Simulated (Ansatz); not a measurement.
# Rh wire along [100], 16 atoms a period: bands along the axis, part 2 of 2

Aim: is the Rh wire along [100], 16 atoms a period a metal or a semiconductor?

Ansatz 0.2.0; DFT PBE, plane waves, PAW; relaxation of a wire's period; PAW set soft_1 (the session's first sound run).

So far: The structure; Relaxing the period.

### Step 2. Relaxing the period (continued)

The steps of the relaxation:

| step | energy less that of the first step (eV) | largest force component (eV/Å) | pressure (GPa) | volume (Å³) |
| --- | --- | --- | --- | --- |
| 1 | 0.0000 | 0.8248 | -5.36 | 602.75 |
| 2 | -0.9425 | 0.4830 | 2.20 | 573.15 |
| 3 | -1.1021 | 0.0735 | -0.29 | 570.49 |
| 4 | -1.1122 | 0.0743 | -0.05 | 567.24 |
| 5 | -1.1159 | 0.0081 | -0.04 | 566.30 |
| 6* | -1.1061 | 0.0080 | -0.03 | 566.30 |

Relaxation steps marked * repeat the geometry before them on a plane-wave basis chosen anew for their cell, so energy and pressure can jump there.

Forces are held to the 16 operations that the run works with; a distortion that breaks them can't arise in this run.

| cell as run | before | after | change |
| --- | --- | --- | --- |
| c (Å) | 3.830 | 3.598 | -6.0 % |

The atoms that moved most (Å, along periodic axes as changes of fractional coordinates times the final cell, across vacuum about the mean position):

| atom | dx | dy | dz | length |
| --- | --- | --- | --- | --- |
| Rh8 | -0.038 | -0.038 | 0.000 | 0.054 |
| Rh10 | 0.038 | -0.038 | 0.000 | 0.054 |
| Rh15 | -0.038 | 0.038 | 0.000 | 0.054 |
| Rh1 | 0.038 | 0.038 | 0.000 | 0.054 |
| Rh6 | 0.025 | 0.025 | 0.000 | 0.036 |
| Rh13 | 0.025 | -0.025 | 0.000 | 0.036 |
| Rh12 | -0.025 | 0.025 | 0.000 | 0.036 |
| Rh3 | -0.025 | -0.025 | 0.000 | 0.036 |

This step gave:

* energy at zero smearing: -102429.6023 eV
* cell length along the wire: 3.598 Å

The cell's length comes to 3.598 Å with spin left out.

### Step 3. Bands of the perfect wire

This step: DFT PBE, plane waves, PAW; bands of a perfect wire; PAW set soft_1 (Ansatz 0.2.0).

At the relaxed period the bands are computed along the axis; those that cross an energy going forward count the channels that a perfect wire would open there.

Contents of input.yaml:

```yaml
crystal:
  lattice:
    - [12.545, 0.0, 0.0]
    - [0.0, 12.545, 0.0]
    - [0.0, 0.0, 3.598355461]
  atoms:
    - { symbol: Rh, position: [0.274042217, 0.274042217, 0.0] }
    - { symbol: Rh, position: [0.271146198, 0.575604861, 0.0] }
    - { symbol: Rh, position: [0.421649994, 0.421649994, 0.0] }
    - { symbol: Rh, position: [0.424395139, 0.728853802, 0.0] }
    - { symbol: Rh, position: [0.575604861, 0.271146198, 0.0] }
    - { symbol: Rh, position: [0.578350006, 0.578350006, 0.0] }
    - { symbol: Rh, position: [0.728853802, 0.424395139, 0.0] }
    - { symbol: Rh, position: [0.725957783, 0.725957783, 0.0] }
    - { symbol: Rh, position: [0.271146198, 0.424395139, 0.5] }
    - { symbol: Rh, position: [0.274042217, 0.725957783, 0.5] }
    - { symbol: Rh, position: [0.424395139, 0.271146198, 0.5] }
    - { symbol: Rh, position: [0.421649994, 0.578350006, 0.5] }
    - { symbol: Rh, position: [0.578350006, 0.421649994, 0.5] }
    - { symbol: Rh, position: [0.575604861, 0.728853802, 0.5] }
    - { symbol: Rh, position: [0.725957783, 0.274042217, 0.5] }
    - { symbol: Rh, position: [0.728853802, 0.575604861, 0.5] }
kpoints:
  mp_grid: { grid: [1, 1, 23] }
  band_path: { path: ["Γ", Z], npoints: 90 }
scf:
  occupations: { method: fermi_dirac, width: 0.05 }
hamiltonian:
  xc: pbe
  pseudopotentials: { kind: paw, azcp: { folder: soft_1 } }
output:
  dos: { e_range: [-5, 4] }
  write_potential: true
  write_density: true
  volumetric_format: npy
```

Command:

```
> ansatz run input.yaml --threads 4 --pin off --max-ram 16384MiB --backend cpu --events-out ev --progress --plain --runs-dir out
```

Numbers of over 12 decimals in the logs are rounded to 6 here.

The log of the run:

```text
[...]
Crystal: 16 atoms, lattice volume = 566.298 Å³
Basis set: ecut = 420 eV, 10997 PW (Γ)
Bands: 164, of which v1, the nominal top of the filled ones, is band 136 counted from 1 (135 counted from 0)
Symmetry: 16 space group operations
[...]
k-points: 12 of 23
[...]
SCF iter   1: F=—  HF=-102436.949401 eV  |F-HF|=—  |Δ(HF+E_count)|=         —  Δρ=5.60e-2  dr2=2.81e1  ethr=3.10e-3  ⟨swp⟩=7.5  Hψ=7573  notcnv=0  defer=36
[...]
SCF iter  11: F=-102429.761312 eV  HF=-102429.761312 eV  |F-HF|=1.07e-7  |Δ(HF+E_count)|=   4.58e-7  Δρ=4.50e-6  dr2=8.48e-8  ethr=3.68e-11  ⟨swp⟩=10.5  Hψ=7739  notcnv=0
SCF 1 converged in 11 iterations: F = -102429.761312 eV  dr2 = 8.48e-8
[...]
NSCF: frozen V_eff on 91 k-points
WARN: The output density's exchange-correlation potential varies sharply where the density is thin. Do not read a vacuum level from v_tot or v_xc, or from such a field of the output density. On a cell that repeats whose density bears no net charge and no dipole along the vacuum's axis use v_es (v_loc + v_h of the components); under efield.dipole_correction with no amplitude use v_es + v_field, which holds any externa [...]
SCF converged after 11 iterations
Free energy (F): -102429.761312 eV
[...]
Internal energy: -102429.443882 eV  (E = F + TS)
E sigma→0 (E₀):  -102429.602597 eV
Entropy (-TS):   -0.317430 eV (-19.839 meV/atom)
Fermi energy:    5.868117 eV
[...]
--- Band table (eV; the first three rows and the last of 12) ---
  k-point 0: bands = [... 132 lower, 5.7071, 5.7187, 5.7187, 5.9829, 5.9875, 5.9973, 6.0742, 6.1494, ... 24 higher]
  k-point 1: bands = [... 132 lower, 5.6618, 5.7802, 5.7802, 5.9651, 6.0023, 6.0521, 6.0557, 6.1273, ... 24 higher]
  k-point 2: bands = [... 132 lower, 5.6615, 5.8357, 5.8357, 5.9689, 5.9957, 6.0189, 6.0708, 6.1422, ... 24 higher]
  k-point 11: bands = [... 132 lower, 5.6768, 5.7161, 5.8447, 5.8447, 5.9237, 5.9525, 5.9861, 6.1024, ... 24 higher]
```

Run time: 91 s. Hardware: 4 threads of Intel Xeon Platinum 8375C at 2.90GHz (Ice Lake), shared host; peak memory 4.4 GiB; 5.8 min of CPU time.

In the SCF lines HF is the Harris–Foulkes energy and dr2 the Hartree energy of the density residual, in eV; the loop may stop once dr2 is under the threshold and the program's other checks hold. Hψ counts applications of the Hamiltonian.

This step gave:

```
energy at zero smearing : -102429.6026 eV
band gap                : 0 eV
```

The electronic bands at the labelled points (eV, zero at the Fermi level; # counts the bands kept):

| point | #54 | #55 | #56 | #57 | #58 | #59 | #60 | #61 |
| --- | --- | --- | --- | --- | --- | --- | --- | --- |
| Γ | -0.16 | -0.15 | -0.15 | 0.11 | 0.12 | 0.13 | 0.21 | 0.28 |
| halfway | -0.19 | -0.10 | -0.06 | -0.06 | -0.04 | 0.05 | 0.08 | 0.08 |
| Z | -0.17 | -0.17 | -0.03 | -0.03 | 0.10 | 0.10 | 0.21 | 0.21 |

Between Γ and Z the bands cross the Fermi level 7 times, so a perfect wire would conduct at least 7 G₀, with spin left out.

### Step 4. Results

| Item | Value |
| --- | --- |
| cell length, PBE | 3.598 Å |
| ballistic conductance by band crossings, a lower bound, PBE | 7 G₀ |

Under PBE the cell's length is 3.60 Å, and the bands cross the Fermi level 7 times between Γ and Z, which gives a perfect wire at least 7 G₀ (opposite crossings within one step of the path cancel in such a count). No spin was allowed, though thin wires with open d shells can turn magnetic.

[Logs are printed without paths, hosts, clocks, repeated set-up lines and the standing remarks that a program may print on its own settings, such as how far it seeks lower states.]

[Hosts, paths, dates, database ids (printed as entryN), source tags and the programs' standing remarks are cut or masked in the printed files.]
